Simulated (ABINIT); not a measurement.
Planning a run of ABINIT 10.8.3 on LiCaH3 (R-3c). The input:

```
acell 3*1.0 Angstrom
rprim 
  2.605565885003 1.504324165098 4.142435874900
  -2.605565885003 1.504324165098 4.142435874900
  -0.000000000000 -3.008648330196 4.142435874900
ntypat 3
znucl 3 20 1
natom 10
typat 1 1 2 2 3 3 3 3 3 3
xred 
  0.000000000000 0.000000000000 0.000000000000
  0.500000000000 0.500000000000 0.500000000000
  0.250000000000 0.250000000000 0.250000000000
  0.750000000000 0.750000000000 0.750000000000
  0.698431000000 0.801569000000 0.250000000000
  0.250000000000 0.698431000000 0.801569000000
  0.801569000000 0.250000000000 0.698431000000
  0.750000000000 0.301569000000 0.198431000000
  0.198431000000 0.750000000000 0.301569000000
  0.301569000000 0.198431000000 0.750000000000
pp_dirpath "pseudos"
pseudos "Li.upf, Ca.upf, H.upf"
ecut 33
ngkpt 2 2 2
nshiftk 1
shiftk 0 0 0
kptopt 1
chksymbreak 0
istwfk *1
occopt 1
irdwfk 1
optdriver 4
nband 80
gwcalctyp 10
ecutsigx 33
symsigma 1
nkptgw 4
kptgw 
  0.0000000000 0.0000000000 0.0000000000
  0.5000000000 0.0000000000 0.0000000000
  0.5000000000 0.5000000000 0.0000000000
  0.5000000000 0.5000000000 0.5000000000
bdgw 
  11 22
  11 22
  11 22
  11 22
ecuteps 3.9
irdscr 1
ppmodel 1
irdqps 1
indata_prefix "in"
outdata_prefix "out"
tmpdata_prefix "tmp"
```

```sh
OMP_NUM_THREADS=1 mpirun -n 4 abinit run.abi > log
```

Question: Estimate wall time and host memory on 4 MPI ranks of Arm Neoverse N1, shared host.

It took 38 s; on shared hardware allow 19 s to 77 s. Peak host memory was 1.2 GiB.

[Paths, hosts, dates, memory and timing lines, banners, echoed tables and standing remarks are left out of the program output.]

[Logs are printed without paths, hosts, clocks, repeated set-up lines and the standing remarks that a program may print on its own settings, such as how far it seeks lower states.]

[Runs of the session that timed out or met a known fault of the program may be left out.]

[Hosts, paths, dates, database ids (printed as entryN), source tags and the programs' standing remarks are cut or masked in the printed files.]

[G0W0 gaps are taken among the corrected bands and points alone; a level outside them can change the order at an edge.]

[Where Ansatz stands beside ABINIT at settings called matched, ABINIT's density can come from a denser mesh and the files from another edition; pairs whose starting gaps differed by over 0.03 eV were left out, so agreement reads better than it is.]
